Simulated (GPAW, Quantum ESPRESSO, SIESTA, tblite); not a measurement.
# Running C(100)/TiO2(101) interface (120 atoms) with tblite

Wanted: tblite inputs and outputs for C(100)/TiO2(101) interface (120 atoms), checked against a plane-wave reference.

Program: tblite 0.8.0. Level of theory: the method is named at each step. Results are calculated unless marked as measured.

## 1. Set-up

The cell holds 120 atoms: 72 C, 16 Ti and 32 O. Cell: a = 10.239 Å, b = 7.570 Å, c = 23.581 Å, α = 90.0°, β = 90.0°, γ = 90.0°. It derives from C. Diamond-structure C(100), 3 repeat layers, 12 surface cells, strained +1.49 and +0.04 %; anatase TiO2(101), 2 layers, 2 cells, +0.00 and +0.00 %; outer planes 1.29 Å apart, 12 Å of vacuum above; not relaxed, displaced by a Gaussian of 0.02 Å. Then every atom was moved at random, 0.05 Å r.m.s. a Cartesian component. Regions: C, 72 atoms (72 C); TiO2, 48 atoms (16 Ti and 32 O). Vacuum lies along c.

The yardstick, on the same geometry:

```
method                 : Kohn-Sham DFT, PBE, SSSP efficiency 1.3.0 pseudopotentials, plane waves (Quantum ESPRESSO 7.5); sssp-pbe-1.3.0-efficiency, cutoffs 60/480 Ry, Γ point
r.m.s. force component : 1.922 eV/Å
longest force          : 7.573 eV/Å
time                   : 28 min on 4 MPI ranks of Arm Neoverse V1, shared host
CPU time               : 1.9 h
```

## 2. GFN1-xTB

Method: GFN1-xTB tight binding, diagonalisation.

run.py

```python
import numpy as np
from ase.io import read
from tblite.ase import TBLite

atoms = read("structure.xyz")
atoms.calc = TBLite(method="GFN1-xTB", electronic_temperature=580, accuracy=1.0, max_iterations=250, mixer_damping=0.1, verbosity=1)
energy = atoms.get_potential_energy()
forces = atoms.get_forces()
print(f"energy {energy:.6f} eV")
print("forces (eV/A)")
for i, (a, f) in enumerate(zip(atoms, forces)):
    print(f"{i:4d} {a.symbol:2s} {f[0]:10.5f} {f[1]:10.5f} {f[2]:10.5f}")
print("charges (e)")
print(np.array2string(atoms.get_charges(), precision=4, suppress_small=True, max_line_width=110, threshold=100000))
```

structure.xyz

```xyz
120
Lattice="10.23930 0.00000 0.00000 0.00000 7.57000 0.00000 0.00000 0.00000 23.58071" Properties=species:S:1:pos:R:3 pbc="T T T"
C 7.56961 5.11906 5.98172
C 6.36157 2.46343 6.89217
C 6.34192 3.75593 7.70193
C 7.68040 3.73844 8.63691
C 7.60411 2.61210 9.54028
C 6.44103 5.06372 10.37386
C 7.76344 2.52460 6.14018
C 6.37448 7.49195 6.83180
C 6.39485 1.21816 7.77102
C 7.76200 1.22687 8.63549
C 7.68552 0.06904 9.58721
C 6.45076 2.59727 10.39084
C 7.75647 7.56523 6.02534
C 6.51496 4.97947 6.85350
C 6.31150 6.31368 7.79342
C 7.55752 6.30475 8.66520
C 7.68623 5.03019 9.47827
C 6.40827 7.53843 10.46913
C 5.18528 5.02587 6.00176
C 3.88684 2.46366 6.89783
C 3.86175 3.80468 7.71372
C 5.02555 3.84397 8.61899
C 5.15170 2.52830 9.52944
C 3.93261 5.01868 10.34934
C 5.07757 2.49606 6.02393
C 3.77769 0.04338 6.80893
C 3.93302 1.24004 7.75994
C 5.13736 1.21991 8.61309
C 5.21580 7.56069 9.41531
C 3.82028 2.43428 10.37811
C 5.11924 0.02967 6.11707
C 3.78916 5.07311 6.90467
C 3.83042 6.43791 7.73754
C 5.01214 6.23329 8.62347
C 5.12610 5.04646 9.46978
C 3.85479 7.56076 10.54482
C 2.47812 5.10369 6.13287
C 1.32558 2.65132 6.95607
C 1.20762 3.83231 7.78824
C 2.62218 3.78856 8.63148
C 2.56413 2.42793 9.54759
C 1.15837 4.98326 10.41961
C 2.56648 2.43179 6.04774
C 1.23568 7.55062 6.95159
C 1.27991 1.24807 7.73895
C 2.59495 1.23202 8.63950
C 2.44781 0.13702 9.49713
C 1.25175 2.59931 10.51299
C 2.47883 0.03876 6.13476
C 1.22994 5.08098 6.90467
C 1.28380 6.30066 7.83516
C 2.49747 6.25592 8.60837
C 2.57764 5.04109 9.55231
C 1.32671 0.10537 10.46087
C 10.20008 5.10210 6.01662
C 8.94956 2.56358 6.93862
[... 60 atom lines left out ...]
O 9.19766 3.32997 16.01979
O 4.05497 1.37146 16.10445
O 6.99467 1.45889 15.12986
O 1.88127 3.26789 15.18668
```

Launch:

```sh
> OMP_NUM_THREADS=1 python run.py > output.txt
```

Log:

```text
------------------------------------------------------------
  cycle        total energy    energy error   density error
------------------------------------------------------------
      1     -288.9238614660  -2.9020936E+02   1.0787807E+00
      2     -299.7140180014  -1.0790157E+01   9.2835574E-01
      3     -210.8384760639   8.8875542E+01   8.3902530E-01
      4     -221.3406606758  -1.0502185E+01   1.1378523E+00
      5     -297.3161000962  -7.5975439E+01   6.1333800E-01
      6     -231.6750606562   6.5641039E+01   6.4837251E-01
      7     -312.5392688995  -8.0864208E+01   5.3530380E-01
      8     -259.8279345644   5.2711334E+01   6.0078910E-01
      9     -308.6437369005  -4.8815802E+01   3.2740588E-01
     10     -318.7907491505  -1.0147012E+01   2.2582244E-01
     11     -321.5520244889  -2.7612753E+00   1.3180825E-01
     12     -321.9382738057  -3.8624932E-01   1.0030232E-01
     13     -322.2605036241  -3.2222982E-01   7.4806748E-02
     14     -322.3367321701  -7.6228546E-02   5.4204049E-02
     15     -322.3043647922   3.2367378E-02   4.5422152E-02
     16     -322.3581038244  -5.3739032E-02   4.2589759E-02
     17     -322.4527032288  -9.4599404E-02   3.1942911E-02
     18     -322.4975914147  -4.4888186E-02   2.6988226E-02
     19     -322.5195384186  -2.1947004E-02   2.3598762E-02
     20     -322.5402112123  -2.0672794E-02   2.1218014E-02
     21     -322.5550235831  -1.4812371E-02   1.9592862E-02
     22     -322.5578945277  -2.8709446E-03   1.6778276E-02
     23     -322.5657685636  -7.8740360E-03   1.4839134E-02
     24     -322.5712154122  -5.4468485E-03   1.0889643E-02
[...]
36     -322.5830326628  -4.8354677E-05   5.0409565E-04
     37     -322.5830492936  -1.6630770E-05   2.7765714E-04
     38     -322.5830607062  -1.1412607E-05   1.5192540E-04
     39     -322.5830641922  -3.4859581E-06   5.9027619E-05
     40     -322.5830644585  -2.6629323E-07   5.3472808E-05
     41     -322.5830644788  -2.0331811E-08   3.7779070E-05
     42     -322.5830646508  -1.7203422E-07   2.0233830E-05
     43     -322.5830647097  -5.8866476E-08   1.1384101E-05
------------------------------------------------------------
 total:                                   7.765 sec
energy -8777.932299 eV
forces (eV/A)
   0 C     5.45677    0.59870    1.29072
   1 C     1.20609    0.55422   -2.15030
   2 C     1.53447   -0.49318    2.44902
   3 C    -1.48600    2.74052   -1.95225
   4 C     4.07938   -3.45611    0.98730
   5 C    -1.45263   -0.20555   -2.97763
   6 C    -3.49513   -0.84519   -0.01600
   7 C     1.00027    1.59022    0.12062
   8 C     1.91888    0.01174   -0.44409
   9 C    -4.36420    1.76023    1.95042
  10 C    -0.26372   -3.15354    2.70926
  11 C    -3.34145    1.91766   -0.08202
  12 C    -2.54269   -0.46012    1.83401
  13 C    -6.37736    1.46115   -0.44954
  14 C     1.78905   -1.74888   -0.96361
  15 C     3.10343    0.83452   -0.34232
  16 C    -1.10257    0.02904    2.38347
  17 C    -1.31249   -1.82495   -2.72081
  18 C    -1.87880   -0.02663    2.20169
  19 C    -1.52934    1.92056   -2.32016
  20 C    -2.08767   -0.83878    1.45141
  21 C     3.99980   -2.85250   -1.11948
  22 C    -0.81805    0.67419    1.15672
  23 C    -2.49779    1.70810   -0.20916
[...]
112 O     0.34591    0.59436    1.09608
 113 O     0.46884   -0.45750    1.51279
 114 O    -1.58014   -0.12214   -1.43774
 115 O    -1.13423   -0.18492   -0.45210
 116 O     0.20346    0.18634    0.63220
 117 O     0.19623    0.05775    0.23867
 118 O    -1.14659   -0.25235    1.18341
 119 O    -0.26262    0.02358   -0.36718
charges (e)
[-0.0633  0.0197  0.0188  0.0014  0.031  -0.0791 -0.0463  0.0326  0.0287  0.0147  0.0165 -0.0708 -0.0811
  0.0388  0.0303  0.0074 -0.0017 -0.0855 -0.0691  0.0306  0.0338  0.0178  0.0011  0.0077 -0.0844  0.0574
  0.0262  0.0172  0.0168  0.1181 -0.0571  0.0163  0.0213  0.0298  0.0111  0.1666 -0.0476  0.017   0.0296
 -0.0039  0.0049 -0.1451 -0.0773  0.0259  0.0309  0.002  -0.0042 -0.0852 -0.0815  0.0339  0.0446  0.009
  0.0209 -0.017  -0.0788  0.0365  0.033   0.0032 -0.0045  0.2254 -0.0477  0.0235  0.0304  0.0306 -0.0311
  0.0715 -0.0711  0.0069  0.0205  0.0024  0.0539  0.032   0.8672  0.8727  1.0097  1.0106 -0.5383 -0.5293
 -0.495  -0.5033 -0.5503 -0.5426 -0.4075 -0.4058  1.0424  1.0251  1.0524  1.0431 -0.5176 -0.5086 -0.5349
 -0.5484 -0.5224 -0.5242 -0.4789 -0.4833  0.9205  0.9112  1.0248  1.0281 -0.5411 -0.5475 -0.4978 -0.4981
 -0.5507 -0.5673 -0.4311 -0.4385  1.0591  1.055   1.059   1.0577 -0.5232 -0.5136 -0.5427 -0.523  -0.5326
 -0.5301 -0.4878 -0.4899]
```

Run time: 8.4 s. Hardware: 1 thread of Arm Neoverse V1, shared host; peak memory 0.13 GiB.

Banners, paths, timers and routine set-up lines are dropped from the logs unmarked, and long logs keep their key lines alone; longer cuts are marked.

Numbers from this run, and their distance from the reference:

* r.m.s. force component: 1.878 eV/Å
* r.m.s. difference of force components: 563.7 meV/Å
* longest difference of force vectors: 2413 meV/Å
* force difference over r.m.s. force: 29.34 %
* slope of forces against the reference's: 0.9343
* correlation of force components: 0.9562

Length of the force difference by element (eV/Å):

| element | atoms | mean | most |
| --- | --- | --- | --- |
| C | 72 | 0.64 | 1.7 |
| O | 32 | 0.97 | 2.4 |
| Ti | 16 | 1.4 | 2.2 |

Local excerpt of 13 atoms (numbers count through the whole input) about C60, whose charge lies farthest from its element's mean; x, y, z are measured from there.

| atom | x | y | z | distance (Å) | bonds | Mulliken charge (e) | Fx | Fy | Fz (eV/Å) |
| --- | --- | --- | --- | --- | --- | --- | --- | --- | --- |
| C60 | 0.00 | 0.00 | 0.00 | 0.00 | 4 | 0.23 | -2.31 | -1.01 | -0.99 |
| O83 | -0.54 | 0.11 | 1.28 | 1.39 | 3 | -0.41 | 3.48 | -0.64 | -1.93 |
| C17 | -1.23 | -0.02 | -0.98 | 1.57 | 4 | 0.00 | -1.10 | 0.03 | 2.38 |
| C71 | 1.44 | -0.02 | -0.88 | 1.69 | 4 | 0.05 | -6.64 | 0.55 | -1.38 |
| Ti74 | 1.28 | 0.14 | 2.02 | 2.39 | 7 | 0.87 | 1.01 | 0.26 | 0.73 |
| C72 | 0.00 | 2.41 | 0.16 | 2.41 | 2 | 0.03 | -0.09 | 1.44 | -4.23 |
| C66 | 0.10 | -2.43 | -0.10 | 2.44 | 3 | 0.07 | -3.59 | 1.16 | 0.30 |
| C6 | -2.47 | 0.02 | -0.08 | 2.47 | 2 | -0.08 | -1.45 | -0.21 | -2.98 |
| C42 | 2.48 | -0.06 | -0.04 | 2.49 | 3 | -0.15 | 5.98 | -1.62 | 2.48 |
| C58 | 1.29 | -1.23 | -1.81 | 2.54 | 4 | 0.00 | 0.48 | -1.79 | 0.30 |
| C70 | 1.29 | 1.21 | -1.84 | 2.55 | 4 | 0.00 | 0.23 | 1.83 | 2.53 |
| C4 | -1.23 | -1.31 | -1.82 | 2.56 | 4 | 0.00 | -1.49 | 2.74 | -1.95 |
| C16 | -1.36 | 1.26 | -1.79 | 2.57 | 4 | 0.01 | 3.10 | 0.83 | -0.34 |

Atoms are counted from 1 here, from 0 in the log.

Forces lie 29 % from the reference's, at 0.0012 times its CPU time (on 1 against 4 cores).

## 3. Outcome

```json
{"force difference from the reference": "tblite GFN1-xTB, 29 %", "its CPU time": "8.4 s"}
```

In words: Tight binding differs by 29 % (tblite GFN1-xTB); it is another model, with fitted parameters of its own, and the xTB methods hold dispersion. One electronic-structure run takes under half the reference's CPU time: tblite GFN1-xTB, at 29 % in 8.4 s against 1.9 h. Periodic xTB results under one method name differ between programs and library versions. The host structure and its lattice constant were typed by rule, without a check against the phase diagram. The runs have no spin polarisation, so any moments at edges, vacancies or dangling bonds can't form. The electronic-structure runs sample only Γ, in a cell whose shortest periodic width is 8 Å, which is coarse for a cell with partly filled levels.

[Also dropped from logs without a mark: logging warnings of Python, and SIESTA's first energy breakdown and zero terms.]

[Logs are printed without paths, hosts, clocks, repeated set-up lines and the standing remarks that a program may print on its own settings, such as how far it seeks lower states.]

[Hosts, paths, dates, database ids (printed as entryN), source tags and the programs' standing remarks are cut or masked in the printed files.]
